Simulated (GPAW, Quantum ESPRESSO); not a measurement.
# Near-edge structure at the C K edge of C (Diamond, Fd-3m), part 3 of 4

Do two independent programs agree on the C K edge of C (Diamond, Fd-3m)? The same cell and functional are run with XSpectra and with GPAW.

Quantum ESPRESSO 7.5 and GPAW 26.7.0; core-hole supercells, plane-wave PAW PBE.

So far. Step 8 (Spectrum with FCH, C atom 1 (Quantum ESPRESSO)): The hole costs E(hole) − E(ground) = 277.02 eV, and the lowest empty level of the hole cell lies at 17.08 eV, which puts the zero at 294.09 eV. One term is added: -6.71 eV, since the hole is spin-paired here and a spin-polarised one costs that much less in the free atom (computed apart). The photon energy is then 287.38 eV. The functional and the charged cell's background leave an error of a few eV in such absolute values.

## Step 9: Another broadening

Level of this step: X-ray absorption near-edge structure, plane-wave PAW PBE, one-electron final states by a Lanczos continued fraction (Quantum ESPRESSO).

The final state's lifetime shortens with energy, so measured features broaden above the edge; the saved Lanczos coefficients are redrawn with a width that grows.

Input file xspectra_plot.in:

```
&input_xspectra
   calculation='xanes_dipole', edge='K'
   prefix='x', outdir='tmp', xiabs=1, xe0=15.173
   xonly_plot=.true., x_save_file='xanes.sav'
   xniter=3000, xcheck_conv=20, xerror=0.005
   xcoordcrys=.false., xepsilon(1)=1, xepsilon(2)=0, xepsilon(3)=0
/
&plot
   xnepoint=413, xemin=-10, xemax=45, terminator=.true., cut_occ_states=.true.
   gamma_mode='variable', gamma_energy(1)=4, gamma_energy(2)=25, gamma_value(1)=0.3, gamma_value(2)=2.5
/
&pseudos
   filecore='../C.wfc'
/
&cut_occ
   cut_desmooth=0.1, cut_stepl=0.05, cut_stepu=0.05, cut_ierror=1e-5
/
6 6 6 0 0 0
```

The run is started by

```sh
$ OMP_NUM_THREADS=1 xspectra.x -in xspectra_plot.in > xspectra_plot.out
```

Numbers of over 12 decimals in the logs are rounded to 6 here.

Log:

```text
     [... banner and references ...]
Reading input_file
     -------------------------------------------------------------------------

     calculation: xanes_dipole

     xonly_plot: TRUE
        => only the spectrum plot

     main plot parameters:
        cut_occ_states: TRUE
        gamma_mode:  variable
        -> first, constant up to point ( 4.00, 0.30) [eV]
        -> then, linear up to point (25.00, 2.50) [eV]
        -> finally, constant up to xemax
        xemin [eV]: -10.00
        xemax [eV]:  45.00
        xnepoint:  413
[...]
xemin [eV]: -10.00
        xemax [eV]:  45.00
        xnepoint:  413
        energy-dependent broadening parameter:
         -> first, constant up to point ( 4.00, 0.30) [eV]
         -> then, linear up to point (25.00, 2.50) [eV]
         -> finally, constant up to xemax
        Core level energy [eV]:  -284.2
         (from electron binding energy of neutral atoms in X-ray data booklet)

     Cross-section successfully written in xanes.dat

     -------------------------------------------------------------------------
                                END JOB XSpectra
     -------------------------------------------------------------------------
[key lines of the parts left out:]
Fermi level [eV]:  13.2699
```

Run time: 2.8 s. Hardware: 1 MPI rank of Arm Neoverse V1, shared host; peak memory 0.05 GiB.

With a Lorentzian half width 0.3 eV up to 4 eV, rising linearly to 2.5 eV at 25 eV (counted from xe0, 1.9 eV below the zero used here), the maxima are 1.0 eV (1.94), 3.0 eV (2.44) and 16.7 eV (0.71).

## Step 10: Supercell with XCH, C atom 1 (Quantum ESPRESSO)

The holes are 5.0 Å apart. The excited electron is kept in the cell, where it fills the lowest empty states and screens the hole.

Changed against the first core-hole run: core hole to XCH.

Input file scf.in:

```
&control
   calculation='scf', prefix='x', pseudo_dir='../pp', outdir='tmp', tprnfor=.true.
/
&system
   ibrav=0, nat=16, ntyp=2, nbnd=40
   ecutwfc=43, ecutrho=360
   occupations='smearing', smearing='gaussian', degauss=0.003
/
&electrons
   conv_thr=1.6e-07, electron_maxstep=120
   mixing_beta=0.5
/
ATOMIC_SPECIES
C0 1.0 C.pbe-n-kjpaw-1sch.UPF
C 1.0 C.pbe-n-kjpaw.UPF
CELL_PARAMETERS angstrom
  0.00000000 3.56674000 3.56674000
  3.56674000 0.00000000 3.56674000
  3.56674000 3.56674000 0.00000000
ATOMIC_POSITIONS crystal
C0   0.37500000 0.37500000 0.37500000
C    0.37500000 0.37500000 0.87500000
C    0.37500000 0.87500000 0.37500000
C    0.87500000 0.37500000 0.37500000
C    0.37500000 0.87500000 0.87500000
C    0.87500000 0.37500000 0.87500000
C    0.87500000 0.87500000 0.37500000
C    0.87500000 0.87500000 0.87500000
C    0.25000000 0.25000000 0.25000000
C    0.25000000 0.25000000 0.75000000
C    0.25000000 0.75000000 0.25000000
C    0.75000000 0.25000000 0.25000000
C    0.25000000 0.75000000 0.75000000
C    0.75000000 0.25000000 0.75000000
C    0.75000000 0.75000000 0.25000000
C    0.75000000 0.75000000 0.75000000
K_POINTS automatic
5 5 5 0 0 0
```

The run is started by

```sh
$ OMP_NUM_THREADS=1 mpirun --oversubscribe --bind-to none -np 4 pw.x -nk 4 -in scf.in > scf.out
```

Log:

```text
     [... banner and references ...]
[banner, memory and clock lines left out]
using ibrav=0 with symmetry is DISCOURAGED, use correct ibrav instead

     G-vector sticks info

     bravais-lattice index     =            0
     lattice parameter (alat)  =       9.5320  a.u.
     unit-cell volume          =     612.4081 (a.u.)^3
     number of atoms/cell      =           16
     number of atomic types    =            2
     number of electrons       =        65.00
     number of Kohn-Sham states=           40
     kinetic-energy cutoff     =      43.0000  Ry
     charge density cutoff     =     360.0000  Ry
     scf convergence threshold =      1.6E-07
     mixing beta               =       0.5000
     number of iterations used =            8  plain     mixing
     Exchange-correlation= SLA  PW   PBX  PBC
                           (   1   4   3   4   0   0   0)

     celldm(1)=   9.532028  celldm(2)=   0.000000  celldm(3)=   0.000000
     celldm(4)=   0.000000  celldm(5)=   0.000000  celldm(6)=   0.000000

     crystal axes: (cart. coord. in units of alat)
               a(1) = (   0.000000   0.707107   0.707107 )
               a(2) = (   0.707107   0.000000   0.707107 )
               a(3) = (   0.707107   0.707107   0.000000 )

     reciprocal axes: (cart. coord. in units 2 pi/alat)
               b(1) = ( -0.707107  0.707107  0.707107 )
               b(2) = (  0.707107 -0.707107  0.707107 )
               b(3) = (  0.707107  0.707107 -0.707107 )

     ../pp/C.pbe-n-kjpaw-1sch.UPF
     Pseudo is Projector augmented-wave + core cor, Zval =  5.0
     Shape of augmentation charge: PSQ
     Using radial grid of 1073 points,  4 beta functions with:
[...]
estimated scf accuracy    <       0.00000037 Ry

     iteration #  9     ecut=    43.00 Ry     beta= 0.50
     Davidson diagonalization with overlap
     ethr =  5.66E-10,  avg # of iterations =  4.8

     End of self-consistent calculation

          k = 0.0000 0.0000 0.0000 (  2891 PWs)   bands (ev):

    -8.4419  -3.7625  -2.3698  -2.3698  -2.3698  -0.5021  -0.3840  -0.3840
    -0.3840   0.4875   0.5796   0.5796   0.5796   0.6447   0.6447   6.2930
     6.2930   6.2930   7.0789   7.0789   7.0789   9.7896   9.7896   9.7896
    10.5884  10.5884  10.5884  10.6025  10.6025  13.1872  13.1872  13.1872
    17.1321  17.8725  17.8725  17.8725  18.1501  18.1501  18.6653  18.6653

     [... bands of 9 further k-points ...]

     the Fermi energy is    17.8675 ev

!    total energy              =    -298.71460511 Ry
     total all-electron energy =     -1197.511685 Ry
     estimated scf accuracy    <       0.00000005 Ry
     smearing contrib. (-TS)   =      -0.00026283 Ry
     internal energy E=F+TS    =    -298.71434229 Ry

     The total energy is F=E-TS. E is the sum of the following terms:
     one-electron contribution =      66.58815014 Ry
     hartree contribution      =      17.08362262 Ry
     xc contribution           =     -75.73639243 Ry
     ewald contribution        =    -211.33129529 Ry
     one-center paw contrib.   =     -95.31842733 Ry

     convergence has been achieved in   9 iterations

     Forces acting on atoms (cartesian axes, Ry/au):

     atom    1 type  1   force =    -0.00000000   -0.00000000   -0.00000000
     atom    2 type  2   force =    -0.00000000    0.00000000    0.01744068
     atom    3 type  2   force =    -0.00000000    0.01744068    0.00000000
[...]
atom   15 type  2   force =    -0.00220281   -0.00220281    0.00220281
     atom   16 type  2   force =     0.00220281    0.00220281    0.00220281

     Total force =     0.149491     Total SCF correction =     0.000349

     XML data file, charge density, pseudopotentials, collected wavefunctions
```

Run time: 12 s. Hardware: 4 MPI ranks; peak memory 0.11 GiB; 46 s of CPU time.

Energy with the hole: -16292.977 eV, cores included.

## Step 11: Excitation energy, C atom 1 (Quantum ESPRESSO)

With the excited electron kept in the cell the system stays neutral, and the energy difference is an excitation energy by itself. In a small cell that electron takes up a good share of the lowest empty band, or all of one, which shifts the value from the true onset.

The total-energy difference is 294.55 eV. With the free-atom term of -6.71 eV for this edge, the photon energy is 287.84 eV.

## Step 12: The field without a hole (GPAW)

The second program starts from its own ground state, on the same cell and functional.

Input file scf.py:

```python
import numpy as np
from ase import Atoms
from ase.parallel import parprint, paropen
from gpaw import GPAW, PW, FermiDirac, Mixer, MixerDif, setup_paths
from gpaw.test import gen
setup_paths.insert(0, '.')
gen('C', name='nch1s', xcname='PBE', corehole=(1, 0, 0), write_xml=True)
from gpaw.mpi import world
world.barrier()

atoms = Atoms('C2',
    cell=[[0, 1.78337, 1.78337],
     [1.78337, 0, 1.78337],
     [1.78337, 1.78337, 0]],
    scaled_positions=[[0.75, 0.75, 0.75],
     [0.5, 0.5, 0.5]],
    pbc=True)
atoms.calc = calc = GPAW(legacy_gpaw=True, mode=PW(500), xc='PBE', setups={0: 'nch1s'},
    kpts={'size': (12, 12, 12), 'gamma': True}, occupations=FermiDirac(0.05),
    charge=0, mixer=Mixer(0.1, 5, 50), maxiter=150,
    convergence={'density': 0.0001}, txt='scf.txt')
energy = atoms.get_potential_energy() + calc.get_reference_energy()
ef = calc.get_fermi_level()
out = dict(energy=energy, fermi=ef, forces=atoms.get_forces().tolist())
parprint(f'all-electron energy {energy:.4f} eV, Fermi level {ef:.4f} eV')
ev = np.array([[calc.get_eigenvalues(k, s) for k in range(len(calc.get_ibz_k_points()))] for s in range(calc.get_number_of_spins())])
out['homo'], out['lumo'], out['counts'] = ev[ev < ef].max(), ev[ev > ef].min(), sorted(set((ev < ef).sum((0, 2)).tolist()))
out['filled'] = (ev[:, 0] < ef).sum(1).tolist()
import json
with paropen('out.json', 'w') as f:
    json.dump(out, f)
```

The run is started by

```sh
$ OMP_NUM_THREADS=1 mpirun -n 4 gpaw python scf.py
```

Log:

```text
Input parameters:
  convergence: {density: 0.0001}
  kpts: {gamma: True,
         size: (12, 12, 12)}
  maxiter: 150
  mixer: {backend: pulay,
          beta: 0.1,
          method: separate,
          nmaxold: 5,
          weight: 50}
  mode: {ecut: 500.0,
         name: pw}
  occupations: {fixmagmom: False,
                name: fermi-dirac,
                width: 0.05}
  setups: {0: nch1s}
  xc: PBE

Initialize ...

[...]
--------------------------------
2s(2) :    -0.505334     1.046026
*s    :     0.494666
2p(2) :    -0.194204     0.955972
*p    :     0.805796
*d    :     0.000000
--------------------------------

Diagonalizing with gridspacing h=0.050

state   all-electron     PAW
-------------------------------
2s:      -0.505334    -0.505970
2p:      -0.194204    -0.194948
*d:                    0.044948
*f:                    0.074429
-------------------------------
all-electron energy -2073.4250 eV, Fermi level 13.2341 eV
[key lines of the parts left out:]
Converged after 10 iterations.
Dipole moment: (2.118404, 2.118404, 2.118404) |e|*Ang
Free energy:    -18.168715
Fermi level: 13.23405
```

Run time: 3.9 s. Hardware: 4 MPI ranks; peak memory 0.15 GiB; 15 s of CPU time.

The mesh shows a gap of 4.15 eV, so the hole is first treated in a charged cell, without the excited electron.

## Step 13: Spectrum without a core hole, C atom 1 (GPAW)

Without a hole the spectrum is the empty density of states of the right symmetry on the absorber, weighted by matrix elements. It needs only the small cell and serves as the baseline. The data set with a hole of occupation 0 only carries the core orbital.

Input file xas.py:

```python
import numpy as np
from ase import Atoms
from ase.parallel import parprint, paropen
from gpaw import GPAW, PW, FermiDirac, Mixer, MixerDif, setup_paths
from gpaw.test import gen
setup_paths.insert(0, '.')
gen('C', name='nch1s', xcname='PBE', corehole=(1, 0, 0), write_xml=True)
from gpaw.mpi import world
world.barrier()

atoms = Atoms('C2',
    cell=[[0, 1.78337, 1.78337],
     [1.78337, 0, 1.78337],
     [1.78337, 1.78337, 0]],
    scaled_positions=[[0.75, 0.75, 0.75],
     [0.5, 0.5, 0.5]],
    pbc=True)
atoms.calc = calc = GPAW(legacy_gpaw=True, mode=PW(500), xc='PBE', setups={0: 'nch1s'},
    kpts={'size': (12, 12, 12), 'gamma': True}, occupations=FermiDirac(0.02),
    charge=0, mixer=Mixer(0.1, 5, 50), maxiter=150,
    convergence={'density': 0.0001}, txt='scf.txt')
energy = atoms.get_potential_energy() + calc.get_reference_energy()
ef = calc.get_fermi_level()
out = dict(energy=energy, fermi=ef, forces=atoms.get_forces().tolist())
parprint(f'all-electron energy {energy:.4f} eV, Fermi level {ef:.4f} eV')
ev = np.array([[calc.get_eigenvalues(k, s) for k in range(len(calc.get_ibz_k_points()))] for s in range(calc.get_number_of_spins())])
out['homo'], out['lumo'], out['counts'] = ev[ev < ef].max(), ev[ev > ef].min(), sorted(set((ev < ef).sum((0, 2)).tolist()))
out['filled'] = (ev[:, 0] < ef).sum(1).tolist()

from ase.units import Ha
from gpaw.xas import dipole_matrix_elements
nb = int(calc.get_number_of_electrons() / 2) + 10
top = nb
nscf = calc.fixed_density(kpts={'size': (11, 11, 11), 'gamma': True},
    convergence={'eigenstates': 1.0}, txt='nscf.txt')
nscf.diagonalize_full_hamiltonian(nbands=nb)
cell = atoms.cell.array
ops = [cell.T @ U.T @ np.linalg.inv(cell.T) for U in nscf.wfs.kd.symmetry.op_scc]
filled = [4]  # bands filled in the ground state, by spin
E = np.arange(-25, 34, 0.1)
fwhm = np.interp(E, [4, 25], [0.9, 3.5])
Y, X, zero, highest = 0, 0, 1e9, 1e9
for spin in range(nscf.get_number_of_spins()):
    wfs = nscf.wfs
    A = dipole_matrix_elements(wfs.setups[0])
    eps = np.zeros((wfs.kd.nibzkpts, nb))
    d = np.zeros((3, A.shape[1], wfs.kd.nibzkpts, nb), complex)
    for kpt in wfs.kpt_u:
        if kpt.s == spin and 0 in kpt.P_ani:
            eps[kpt.k] = kpt.eps_n * Ha
            d[:, :, kpt.k] = (kpt.weight * wfs.nspins / 2) ** 0.5 * np.inner(A, kpt.P_ani[0])
    world.sum(eps)
    world.sum(d)
    T = np.einsum('amkn,bmkn->abkn', d, d.conj()).real
    T = sum(np.einsum('ai,ijkn,bj->abkn', R, T, R) for R in ops) / len(ops)
    empty = np.ones_like(eps, bool) & (np.arange(nb) >= filled[spin])
    zero, highest = min(zero, eps[empty].min()), min(highest, eps[:, top - 1].min())
    lines = [(eps, T, empty)] if spin == 0 else lines + [(eps, T, empty)]
for eps, T, empty in lines:
    f = np.einsum('aakn->akn', T).reshape(3, -1)
    x = eps.ravel() - zero
    w = np.interp(x, E, fwhm) / 2.35482
    g = np.exp(-0.5 * ((E[:, None] - x) / w) ** 2) / (w * (2 * np.pi) ** 0.5)
    Y = Y + (f * empty.ravel()) @ g.T
    X = X + (f * ~empty.ravel()) @ g.T
out.update(E=E.round(2).tolist(), xas=Y.tolist(), xes=X.tolist(), zero=zero, valid=highest - zero, nk=len(eps), nb=nb)
for i in range(0, len(E), 10):
    parprint(f'{E[i]:7.2f}', *(f'{v:10.3e}' for v in Y[:, i]))
import json
with paropen('out.json', 'w') as f:
    json.dump(out, f)
```

The run is started by

```sh
$ OMP_NUM_THREADS=1 mpirun -n 4 gpaw python xas.py
```

Log:

```text
Input parameters:
  convergence: {density: 0.0001}
  kpts: {gamma: True,
         size: (12, 12, 12)}
  maxiter: 150
  mixer: {backend: pulay,
          beta: 0.1,
          method: separate,
          nmaxold: 5,
          weight: 50}
  mode: {ecut: 500.0,
         name: pw}
  occupations: {fixmagmom: False,
                name: fermi-dirac,
                width: 0.02}
  setups: {0: nch1s}
  xc: PBE

Initialize ...

[...]
*p    :     0.805796
*d    :     0.000000
--------------------------------

Diagonalizing with gridspacing h=0.050

state   all-electron     PAW
-------------------------------
2s:      -0.505334    -0.505970
2p:      -0.194204    -0.194948
*d:                    0.044948
*f:                    0.074429
-------------------------------
all-electron energy -2073.4250 eV, Fermi level 13.0841 eV
[...]
32.00  5.056e-05  5.056e-05  5.056e-05
  33.00  6.049e-05  6.049e-05  6.049e-05
[key lines of the parts left out:]
Converged after 10 iterations.
Dipole moment: (2.118404, 2.118404, 2.118404) |e|*Ang
Free energy:    -18.168715
Fermi level: 13.08405
```

Wall time 5.8 s (4 MPI ranks); peak memory 0.17 GiB.

The C K spectrum, C atom 1, no core hole (energy from the lowest empty level; intensity scaled to a mean of 1 over the first 20 eV):

| E (eV) | intensity |
| --- | --- |
| -2.0 | 0.00 |
| -1.4 | 0.00 |
| -0.8 | 0.00 |
| -0.2 | 0.02 |
| 0.4 | 0.10 |
| 1.0 | 0.26 |
| 1.6 | 0.46 |
| 2.2 | 0.64 |
| 2.8 | 0.84 |
| 3.4 | 0.96 |
| 4.0 | 1.49 |
| 4.6 | 1.52 |
| 5.2 | 1.50 |
| 5.8 | 1.02 |
| 6.4 | 1.07 |
| 7.0 | 1.28 |
| 7.6 | 1.19 |
| 8.2 | 1.13 |
| 8.8 | 1.43 |
| 9.4 | 1.68 |
| 10.0 | 1.69 |
| 10.6 | 1.61 |
| 11.2 | 1.38 |
| 11.8 | 0.93 |
| 12.4 | 0.51 |
| 13.0 | 0.30 |
| 13.6 | 0.28 |
| 14.2 | 0.38 |
| 14.8 | 0.53 |
| 15.4 | 0.72 |
| 16.0 | 0.93 |
| 16.6 | 1.11 |
| 17.2 | 1.23 |
| 17.8 | 1.29 |
| 18.4 | 1.29 |
| 19.0 | 1.23 |
| 19.6 | 1.11 |
| 20.2 | 0.95 |
| 20.8 | 0.78 |
| 21.4 | 0.63 |

Main maxima below 20 eV (height): 4.2 eV (1.55), 5.0 eV (1.55), 7.1 eV (1.29), 9.7 eV (1.71) and 18.1 eV (1.29). 

The same matrix elements for filled bands give the C K emission of C atom 1 (ground-state approximation; energy from the lowest empty level, largest value 1):

| E (eV) | emission |
| --- | --- |
| -24.00 | 0.01 |
| -23.25 | 0.02 |
| -22.50 | 0.03 |
| -21.75 | 0.04 |
| -21.00 | 0.04 |
| -20.25 | 0.07 |
| -19.50 | 0.07 |
| -18.75 | 0.08 |
| -18.00 | 0.08 |
| -17.25 | 0.10 |
| -16.50 | 0.18 |
| -15.75 | 0.25 |
| -15.00 | 0.26 |
| -14.25 | 0.21 |
| -13.50 | 0.25 |
| -12.75 | 0.44 |
| -12.00 | 0.48 |
| -11.25 | 0.60 |
| -10.50 | 0.84 |
| -9.75 | 0.84 |
| -9.00 | 1.00 |
| -8.25 | 0.84 |
| -7.50 | 0.92 |
| -6.75 | 0.68 |
| -6.00 | 0.44 |
| -5.25 | 0.28 |
| -4.50 | 0.12 |
| -3.75 | 0.02 |
| -3.00 | 0.00 |
| -2.25 | 0.00 |
| -1.50 | 0.00 |
| -0.75 | 0.00 |
| 0.00 | 0.00 |
| 0.75 | 0.00 |
| 1.50 | 0.00 |
| 2.25 | 0.00 |
| 3.00 | 0.00 |

Emission maxima: -15.4 eV (0.30), -9.2 eV (1.00) and -7.6 eV (0.93).

## Step 14: Supercell without a hole, the energy reference (GPAW)

Total energies of two programs can't be mixed, so the cell and mesh of GPAW's hole run get a reference energy of their own.

scf.py, as its differences from that of step 12:

```diff
@@ -10,11 +10,25 @@
 
-atoms = Atoms('C2',
-    cell=[[0, 1.78337, 1.78337],
-     [1.78337, 0, 1.78337],
-     [1.78337, 1.78337, 0]],
-    scaled_positions=[[0.75, 0.75, 0.75],
-     [0.5, 0.5, 0.5]],
+atoms = Atoms('C16',
+    cell=[[0, 3.56674, 3.56674],
+     [3.56674, 0, 3.56674],
+     [3.56674, 3.56674, 0]],
+    scaled_positions=[[0.375, 0.375, 0.375],
+     [0.375, 0.375, 0.875],
+     [0.375, 0.875, 0.375],
+     [0.875, 0.375, 0.375],
+     [0.375, 0.875, 0.875],
+     [0.875, 0.375, 0.875],
+     [0.875, 0.875, 0.375],
+     [0.875, 0.875, 0.875],
+     [0.25, 0.25, 0.25],
+     [0.25, 0.25, 0.75],
+     [0.25, 0.75, 0.25],
+     [0.75, 0.25, 0.25],
+     [0.25, 0.75, 0.75],
+     [0.75, 0.25, 0.75],
+     [0.75, 0.75, 0.25],
+     [0.75, 0.75, 0.75]],
     pbc=True)
 atoms.calc = calc = GPAW(legacy_gpaw=True, mode=PW(500), xc='PBE', setups={0: 'nch1s'},
-    kpts={'size': (12, 12, 12), 'gamma': True}, occupations=FermiDirac(0.05),
+    kpts={'size': (5, 5, 5), 'gamma': True}, occupations=FermiDirac(0.02),
     charge=0, mixer=Mixer(0.1, 5, 50), maxiter=150,
```

The run is started by

```sh
$ OMP_NUM_THREADS=1 mpirun -n 4 gpaw python scf.py
```

Log:

```text
Input parameters:
  convergence: {density: 0.0001}
  kpts: {gamma: True,
         size: (5, 5, 5)}
  maxiter: 150
  mixer: {backend: pulay,
          beta: 0.1,
          method: separate,
          nmaxold: 5,
          weight: 50}
  mode: {ecut: 500.0,
         name: pw}
  occupations: {fixmagmom: False,
                name: fermi-dirac,
                width: 0.02}
  setups: {0: nch1s}
  xc: PBE

Initialize ...

[...]
2s(2) :    -0.505334     1.046026
*s    :     0.494666
2p(2) :    -0.194204     0.955972
*p    :     0.805796
*d    :     0.000000
--------------------------------

Diagonalizing with gridspacing h=0.050

state   all-electron     PAW
-------------------------------
2s:      -0.505334    -0.505970
2p:      -0.194204    -0.194948
*d:                    0.044948
*f:                    0.074429
-------------------------------
all-electron energy -16587.3974 eV, Fermi level 13.1094 eV
[key lines of the parts left out:]
Converged after 12 iterations.
Dipole moment: (16.946618, 16.946618, 16.946618) |e|*Ang
Free energy:   -145.347524
Fermi level: 13.10939
```

Run time: 20 s. Hardware: 4 MPI ranks; peak memory 0.25 GiB; 80 s of CPU time.

Reference energy: -16587.397 eV with the cores included.

(Continued in part 4 of 4.)

[Banner, clock and machine lines of the logs are left out without a mark of their own.]

[Logs are printed without paths, hosts, clocks, repeated set-up lines and the standing remarks that a program may print on its own settings, such as how far it seeks lower states.]

[Hosts, paths, dates, database ids (printed as entryN), source tags and the programs' standing remarks are cut or masked in the printed files.]

[Lists of maxima count a maximum above −3 eV only where it reaches 4 % of the highest in the window and stands out from its surroundings by 2 % of it (1.5 % where it reaches 55 %); shoulders and weaker maxima are passed over, and of the rest the first, up to two pre-edge ones and the few strongest are named.]
